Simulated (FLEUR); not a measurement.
## Cobalt: magnetism against the ratio c/a

How does the ratio c/a change the magnetic state of Cobalt?

Calculated with FLEUR MaX-R8.1; PBE; all-electron FLAPW, Dirac cores, scalar-relativistic bands.

## Step 1: The starting structure

It takes space group P6_3/mmc (No. 194, hexagonal). Conventional cell: a = 2.507 Å, b = 2.507 Å, c = 4.070 Å, α = 90.00°, β = 90.00°, γ = 120.00°. Co has 12 Co at 2.50 to 2.51 Å nearest.

Coordinates:

```
Co
1.0
     2.50740    0.00000    0.00000
    -1.25370    2.17147    0.00000
     0.00000    0.00000    4.06990
Co
2
Direct
  0.33333 0.66667 0.25000
  0.66667 0.33333 0.75000
```

## Step 2: Factor 1, start ferro ++

The scan starts at the cell as given.

Lengths along (0, 0, 1) take the factor and those normal to it its inverse root, so the volume stays. Atoms keep their fractional places. Spheres, Kmax and the mesh are the same at all points, the spheres being those of the tightest cell. inpgen writes inp.xml from crystal.txt; cutoffs, mixing, functional, smearing and local orbitals are then set in the file. The k list default-1 (kpts.xml, not shown) is a Γ-centred 14×14×8 mesh; where the ranks do not divide the number of points, some are split in two of half the weight.

inp.xml

```
<?xml version="1.0" encoding="UTF-8" standalone="no"?>
<fleurInput fleurInputVersion="0.39">
   <comment>
      Co
   </comment>
   <calculationSetup>
      <cutoffs Kmax="3.73" Gmax="11.2" GmaxXC="11.2" numbands="0"/>
      <scfLoop itmax="110" minDistance="0.00002" maxIterBroyd="15" imix="Anderson" alpha="0.05" precondParam="0.0" spinf="2.0" sdNocoIR="T"/>
      <coreElectrons ctail="T" frcor="F" kcrel="0" coretail_lmax="0"/>
      <xcFunctional name="pbe" relativisticCorrections="F"/>
      <magnetism jspins="2"/>
      <soc l_soc="F" theta="0.0" phi="0.0" spav="F"/>
      <expertModes spex="0" secvar="F"/>
      <geometryOptimization l_f="F" forcealpha="1.0" forcemix="BFGS" epsdisp="0.00001" epsforce="0.00001"/>
      <ldaU l_linMix="F" mixParam="0.05" spinf="1.0"/>
   </calculationSetup>
   <cell>
      <bzIntegration valenceElectrons="34.0" mode="hist" fermiSmearingEnergy="0.00183747">
         <kPointListSelection listName="default-1"/>
         <xi:include xmlns:xi="http://www.w3.org/2001/XInclude" href="kpts.xml"> </xi:include>
      </bzIntegration>
      <xi:include xmlns:xi="http://www.w3.org/2001/XInclude" href="sym.xml"> </xi:include>
      <bulkLattice scale="1.0">
         <bravaisMatrix>
            <row-1>    4.7382992847653478     0.0000000000188973     0.0000000000000000</row-1>
            <row-2>   -2.3691496423921228     4.1034875513345304     0.0000000000000000</row-2>
            <row-3>    0.0000000000000000     0.0000000000000000     7.6909963545095392</row-3>
         </bravaisMatrix>
      </bulkLattice>
   </cell>
   <atomSpecies>
      <species name="Cobalt (Co2.000" element="Co" atomicNumber="27">
         <mtSphere radius="2.2" gridPoints="727" logIncrement="0.017"/>
         <atomicCutoffs lmax="8" lnonsphr="6"/>
         <electronConfig flipSpins="F">
            <coreConfig>(1s1/2) (2s1/2) (2p1/2) (2p3/2)</coreConfig>
            <valenceConfig>(3s1/2) (3p1/2) (3p3/2) (4s1/2) (3d3/2) (3d5/2)</valenceConfig>
            <stateOccupation state="(3d3/2)" spinUp="1.5" spinDown="1.3"/>
            <stateOccupation state="(3d5/2)" spinUp="3.0" spinDown="1.2"/>
         </electronConfig>
         <energyParameters s="4" p="4" d="3" f="4"/>
         <lo type="SCLO" l="0" n="3" eDeriv="0"/>
         <lo type="SCLO" l="1" n="3" eDeriv="0"/>
      </species>
   </atomSpecies>
   <atomGroups>
      <atomGroup species="Cobalt (Co2.000">
         <relPos label="                   1">1.000/3.000 -1.000/3.000 1.000/4.000</relPos>
         <relPos label="                   2">-1.000/3.000 1.000/3.000 -1.000/4.000</relPos>
         <force calculate="T" relaxXYZ="TTT"/>
      </atomGroup>
   </atomGroups>
   <output dos="F" band="F" slice="F">
      <bandDOS minEnergy="-.5*Htr" maxEnergy="0.5*Htr" sigma="0.015" storeEVData="T"/>
      <plotting iplot="0" polar="F">
         <plot TwoD="T" vec1="  1.0  0.0  0.0" vec2="  0.0  1.0  0.0" vec3="  0.0  0.0  1.0" zero="  0.0  0.0  0.0" file="plot"/>
      </plotting>
      <moessbauerParams electricFieldGradient="F" isomerShift="F" coreHyperfine="F" valenceHyperfine="F"/>
   </output>
</fleurInput>
```

crystal.txt

```
Co
&input film=F cartesian=F /
2.50739999997  0.00000000001  0.00000000000
-1.25369999999  2.17147209742  0.00000000000
0.00000000000  0.00000000000  4.06990000000
1.8897261246
1.0 1.0 1.0

2
27 0.33333333333  0.66666666667  0.25000000000 : 2.000
27 0.66666666667  0.33333333333  0.75000000000 : 2.000

&kpt div1=14 div2=14 div3=8 gamma=T /
```

Started as:

```sh
> OMP_NUM_THREADS=1 inpgen -f crystal.txt > inpgen.log  # inp.xml is then edited as shown
> OMP_NUM_THREADS=1 mpirun -n 4 fleur_MPI > fleur.log
```

The program printed:

```text
Welcome to FLEUR        (www.flapw.de)
      MaX-Release 8.1          (www.max-centre.eu)

 ========== k-point set info ==========
 Selected k-point list: default-1
 k-point list type: mesh
 14 x 14 x 8
 Number of k points: 120

 ------------Calculation Setup---------------------------
 Number of MPI-tasks      :            4
 Number of PE/node        :            4
 Number of OMP-threads    :            1
 k-points in parallel     :            4
 pe's per k-point         :            1
 No of k-point loops      :           30
 Eigenvalue solver        :       lapack
 Number of basis functions:          151
 Approximate size of matrices (H+S) per k-point:         0.000 GB
 --------------------------------------------------------
 Iteration:     1   Distance:       8.50152661 me/bohr^3
 Iteration:     2   Distance:       6.99106919 me/bohr^3
 Iteration:     3   Distance:       3.44777443 me/bohr^3
 Iteration:     4   Distance:       1.29584368 me/bohr^3
 Iteration:     5   Distance:       0.64650731 me/bohr^3
 Iteration:     6   Distance:       0.24965139 me/bohr^3
 Iteration:     7   Distance:       0.15970336 me/bohr^3
 Iteration:     8   Distance:       0.02849043 me/bohr^3
 Iteration:     9   Distance:       0.02893103 me/bohr^3
 Iteration:    10   Distance:       0.00806534 me/bohr^3
 Iteration:    11   Distance:       0.00636518 me/bohr^3
 Iteration:    12   Distance:       0.00226827 me/bohr^3
 Iteration:    13   Distance:       0.00108273 me/bohr^3
 Iteration:    14   Distance:       0.00108683 me/bohr^3
 Iteration:    15   Distance:       0.00037589 me/bohr^3
 Iteration:    16   Distance:       0.00036474 me/bohr^3
 Iteration:    17   Distance:       0.00018662 me/bohr^3
 Iteration:    18   Distance:       0.00003557 me/bohr^3
 Iteration:    19   Distance:       0.00000905 me/bohr^3

 ********************************************************************
 Run finished successfully
 Stop message:
   all done
 ********************************************************************

--- out.xml (last complete iteration) ---
<iteration numberForCurrentRun="   19" overallNumber="   19">
         [... left out ...]
         <bandgap value="0.0036941062" units="eV"/>
         <sumValenceSingleParticleEnergies value="-29.0923456648" units="Htr"/>
         <FermiEnergy value="0.3580675745" units="Htr"/>
         <valenceDensity>
            <mtCharges spin="1">
               <mtCharge atomType="1" total="8.7328047" s="1.1804132" p="3.1492406" d="4.3893847" f="0.0106482"/>
            </mtCharges>
            <mtCharges spin="2">
               <mtCharge atomType="1" total="7.0462833" s="1.1890614" p="3.1866279" d="2.6574369" f="0.0103890"/>
            </mtCharges>
            <spinDependentCharge spin="1" total="18.6103796" interstitial="1.1447702" mtSpheres="17.4656094"/>
            <spinDependentCharge spin="2" total="15.3896204" interstitial="1.2970538" mtSpheres="14.0925666"/>
            <totalCharge value="34.0000000000"/>
         </valenceDensity>
         [... left out ...]
         <magneticMomentsInMTSpheres units="muBohr">
            <globalMagMoment atomType="1" vec="0.00000   0.00000   1.68652"/>
            <localMagMoment atomType="1" vec="0.00000   0.00000   1.68652"/>
         </magneticMomentsInMTSpheres>
         [... left out ...]
         <totalEnergy value="    -2786.9503778437" units="Htr">
            <sumOfEigenvalues value="    -1604.0877052613">
               <coreElectrons value="-1574.9953595965"/>
               <valenceElectrons value="-29.0923456648"/>
            </sumOfEigenvalues>
            <densityCoulombPotentialIntegral value="-4277.2331374894"/>
            <densityEffectivePotentialIntegral value="-4432.2694511435"/>
            <chargeDenXCDenIntegral value="-119.3898994893"/>
            <FockExchangeEnergyValence value="0.0000000000"/>
            <FockExchangeEnergyCore value="0.0000000000"/>
         [... left out ...]
            <tkbTimesEntropy value="0.0006328076"/>
            <freeEnergy value="-2786.9510106513"/>
            <extrapolationTo0K value="-2786.9506942475"/>
         </totalEnergy>
         <densityConvergence units="me/bohr^3">
            <chargeDensity spin="1" distance="0.0000047777"/>
            <chargeDensity spin="2" distance="0.0000047303"/>
            <overallChargeDensity distance="0.0000029200"/>
            <spinDensity distance="0.0000090487"/>
         </densityConvergence>
      </iteration>
```

Run time: 12 s. Hardware: 4 MPI ranks of Arm Neoverse V2, shared host; peak memory 0.18 GiB.

Numbers from this step:

```
free energy                                                       : -75836.8004 eV
program's band gap on this mesh (in a metal only a level spacing) : 0.003694 eV
magnetization                                                     : 3.221 μB
final state                                                       : ferromagnetic
largest moment                                                    : 1.687 μB
```

After 19 cycles the largest moment stands at 1.69 μB.

## Step 3: Factor 1, start antiferro +-

Changes to inp.xml since step 2:

```diff
@@ -44,2 +44,15 @@
       </species>
+      <species name="Cobalt (Co-2.000" element="Co" atomicNumber="27">
+         <mtSphere radius="2.2" gridPoints="727" logIncrement="0.017"/>
+         <atomicCutoffs lmax="8" lnonsphr="6"/>
+         <electronConfig flipSpins="F">
+            <coreConfig>(1s1/2) (2s1/2) (2p1/2) (2p3/2)</coreConfig>
+            <valenceConfig>(3s1/2) (3p1/2) (3p3/2) (4s1/2) (3d3/2) (3d5/2)</valenceConfig>
+            <stateOccupation state="(3d3/2)" spinUp="1.3" spinDown="1.5"/>
+            <stateOccupation state="(3d5/2)" spinUp="1.2" spinDown="3.0"/>
+         </electronConfig>
+         <energyParameters s="4" p="4" d="3" f="4"/>
+         <lo type="SCLO" l="0" n="3" eDeriv="0"/>
+         <lo type="SCLO" l="1" n="3" eDeriv="0"/>
+      </species>
    </atomSpecies>
@@ -48,2 +61,5 @@
          <relPos label="                   1">1.000/3.000 -1.000/3.000 1.000/4.000</relPos>
+         <force calculate="T" relaxXYZ="TTT"/>
+      </atomGroup>
+      <atomGroup species="Cobalt (Co-2.000">
          <relPos label="                   2">-1.000/3.000 1.000/3.000 -1.000/4.000</relPos>
```

Changes to crystal.txt since step 2:

```diff
@@ -10,3 +10,3 @@
 27 0.33333333333  0.66666666667  0.25000000000 : 2.000
-27 0.66666666667  0.33333333333  0.75000000000 : 2.000
+27 0.66666666667  0.33333333333  0.75000000000 : -2.000
```

The program printed:

```text
[banner, memory and clock lines left out]
Welcome to FLEUR        (www.flapw.de)
      MaX-Release 8.1          (www.max-centre.eu)

 ========== k-point set info ==========
 Selected k-point list: default-1
 k-point list type: mesh
 14 x 14 x 8
 Number of k points: 120

 [... set-up left out ...]
 Iteration:     1   Distance:      13.80962126 me/bohr^3
 Iteration:     2   Distance:      13.36167907 me/bohr^3
 Iteration:     3   Distance:      10.73507047 me/bohr^3
 Iteration:     4   Distance:       5.30953597 me/bohr^3
 Iteration:     5   Distance:       5.72236998 me/bohr^3
 Iteration:     6   Distance:       3.31738948 me/bohr^3
 Iteration:     7   Distance:       3.52899486 me/bohr^3
 Iteration:     8   Distance:       1.25197704 me/bohr^3
[... lines left out ...]
 Iteration:    24   Distance:       0.00043687 me/bohr^3
 Iteration:    25   Distance:       0.00041247 me/bohr^3
 Iteration:    26   Distance:       0.00007192 me/bohr^3
 Iteration:    27   Distance:       0.00005537 me/bohr^3
 Iteration:    28   Distance:       0.00003965 me/bohr^3
 Iteration:    29   Distance:       0.00000386 me/bohr^3

 ********************************************************************
 Run finished successfully
 Stop message:
   all done
 ********************************************************************

--- out.xml (last complete iteration) ---
<iteration numberForCurrentRun="   29" overallNumber="   29">
         [... left out ...]
         <bandgap value="0.0000001687" units="eV"/>
         <sumValenceSingleParticleEnergies value="-29.1119178007" units="Htr"/>
         <FermiEnergy value="0.3577884857" units="Htr"/>
         [... left out ...]
         <magneticMomentsInMTSpheres units="muBohr">
            <globalMagMoment atomType="1" vec="0.00000   0.00000   1.03928"/>
            <globalMagMoment atomType="2" vec="0.00000   0.00000  -1.03928"/>
         </magneticMomentsInMTSpheres>
         [... left out ...]
         <totalEnergy value="    -2786.9325170530" units="Htr">
            <sumOfEigenvalues value="    -1604.1905347126">
               <coreElectrons value="-1575.0786169119"/>
               <valenceElectrons value="-29.1119178007"/>
            </sumOfEigenvalues>
         [... left out ...]
            <freeEnergy value="-2786.9341406110"/>
            <extrapolationTo0K value="-2786.9333288320"/>
         </totalEnergy>
         <densityConvergence units="me/bohr^3">
            <chargeDensity spin="1" distance="0.0000018695"/>
            <chargeDensity spin="2" distance="0.0000024763"/>
            <overallChargeDensity distance="0.0000020871"/>
            <spinDensity distance="0.0000038599"/>
         </densityConvergence>
      </iteration>
```

The job ended after 25 s (4 MPI ranks; peak memory 0.22 GiB).

This step gave:

* free energy: -75836.3413 eV
* program's band gap on this mesh (in a metal only a level spacing): 1.69e-7 eV
* magnetization: 0 μB
* final state: antiferromagnetic
* largest moment: 1.039 μB

After 29 cycles the largest moment stands at 1.04 μB.

## Step 4: Factor 1.1, start ferro ++

The farthest finished point is shown in full.

Changes to inp.xml since step 3:

```diff
@@ -24,5 +24,5 @@
          <bravaisMatrix>
-            <row-1>    4.7382992847653478     0.0000000000188973     0.0000000000000000</row-1>
-            <row-2>   -2.3691496423921228     4.1034875513345304     0.0000000000000000</row-2>
-            <row-3>    0.0000000000000000     0.0000000000000000     7.6909963545095392</row-3>
+            <row-1>    4.5177911047375465    -0.0000000000377945     0.0000000000000000</row-1>
+            <row-2>   -2.2588955523309786     3.9125218657257719     0.0000000000000000</row-2>
+            <row-3>    0.0000000000000000     0.0000000000000000     8.4600959899604931</row-3>
          </bravaisMatrix>
@@ -44,15 +44,2 @@
       </species>
-      <species name="Cobalt (Co-2.000" element="Co" atomicNumber="27">
-         <mtSphere radius="2.2" gridPoints="727" logIncrement="0.017"/>
-         <atomicCutoffs lmax="8" lnonsphr="6"/>
-         <electronConfig flipSpins="F">
-            <coreConfig>(1s1/2) (2s1/2) (2p1/2) (2p3/2)</coreConfig>
-            <valenceConfig>(3s1/2) (3p1/2) (3p3/2) (4s1/2) (3d3/2) (3d5/2)</valenceConfig>
-            <stateOccupation state="(3d3/2)" spinUp="1.3" spinDown="1.5"/>
-            <stateOccupation state="(3d5/2)" spinUp="1.2" spinDown="3.0"/>
-         </electronConfig>
-         <energyParameters s="4" p="4" d="3" f="4"/>
-         <lo type="SCLO" l="0" n="3" eDeriv="0"/>
-         <lo type="SCLO" l="1" n="3" eDeriv="0"/>
-      </species>
    </atomSpecies>
@@ -61,5 +48,2 @@
          <relPos label="                   1">1.000/3.000 -1.000/3.000 1.000/4.000</relPos>
-         <force calculate="T" relaxXYZ="TTT"/>
-      </atomGroup>
-      <atomGroup species="Cobalt (Co-2.000">
          <relPos label="                   2">-1.000/3.000 1.000/3.000 -1.000/4.000</relPos>
```

crystal.txt

```
Co
&input film=F cartesian=F /
2.39071209628  -0.00000000002  0.00000000000
-1.19535604812  2.07041740853  0.00000000000
0.00000000000  0.00000000000  4.47689000000
1.8897261246
1.0 1.0 1.0

2
27 0.33333333333  0.66666666667  0.25000000000 : 2.000
27 0.66666666667  0.33333333333  0.75000000000 : 2.000

&kpt div1=14 div2=14 div3=8 gamma=T /
```

The program printed:

```text
[banner, memory and clock lines left out]
Welcome to FLEUR        (www.flapw.de)
      MaX-Release 8.1          (www.max-centre.eu)

 ========== k-point set info ==========
 Selected k-point list: default-1
 k-point list type: mesh
 14 x 14 x 8
 Number of k points: 120

 [... set-up left out ...]
 Iteration:     1   Distance:       8.85877646 me/bohr^3
 Iteration:     2   Distance:       7.57574293 me/bohr^3
 Iteration:     3   Distance:       5.04757287 me/bohr^3
 Iteration:     4   Distance:       2.17674454 me/bohr^3
 Iteration:     5   Distance:       1.46082512 me/bohr^3
[...]
<sumOfEigenvalues value="    -1604.0765426691">
               <coreElectrons value="-1574.9790066178"/>
               <valenceElectrons value="-29.0975360513"/>
            </sumOfEigenvalues>
         [... left out ...]
            <freeEnergy value="-2786.9406940472"/>
            <extrapolationTo0K value="-2786.9403493581"/>
         </totalEnergy>
         <densityConvergence units="me/bohr^3">
            <chargeDensity spin="1" distance="0.0000059617"/>
            <chargeDensity spin="2" distance="0.0000087630"/>
            <overallChargeDensity distance="0.0000098059"/>
            <spinDensity distance="0.0000113361"/>
         </densityConvergence>
      </iteration>
```

It took 12 s on 4 MPI ranks; peak memory 0.19 GiB; 49 s of CPU time.

Spin moment in the muffin-tin sphere by atom:

```
atom  spin moment in the muffin-tin sphere (μB)
 Co1                                       1.70
 Co2                                       1.70
```

This step gave:

* free energy: -75836.5197 eV
* program's band gap on this mesh (in a metal only a level spacing): 0 eV
* magnetization: 3.264 μB
* final state: ferromagnetic

After 19 cycles the largest moment stands at 1.70 μB.

(Part 1 of 2 ends here.)

[Logs and program files are shortened in this print: banners, set-up blocks, solver, clock and traceback lines can be left out without a mark of their own.]

[Logs are printed without paths, hosts, clocks, repeated set-up lines and the standing remarks that a program may print on its own settings, such as how far it seeks lower states.]

[Hosts, paths, dates, database ids (printed as entryN), source tags and the programs' standing remarks are cut or masked in the printed files.]

[Where a cell is said to come from a database of computed structures, the database is the Materials Project.]
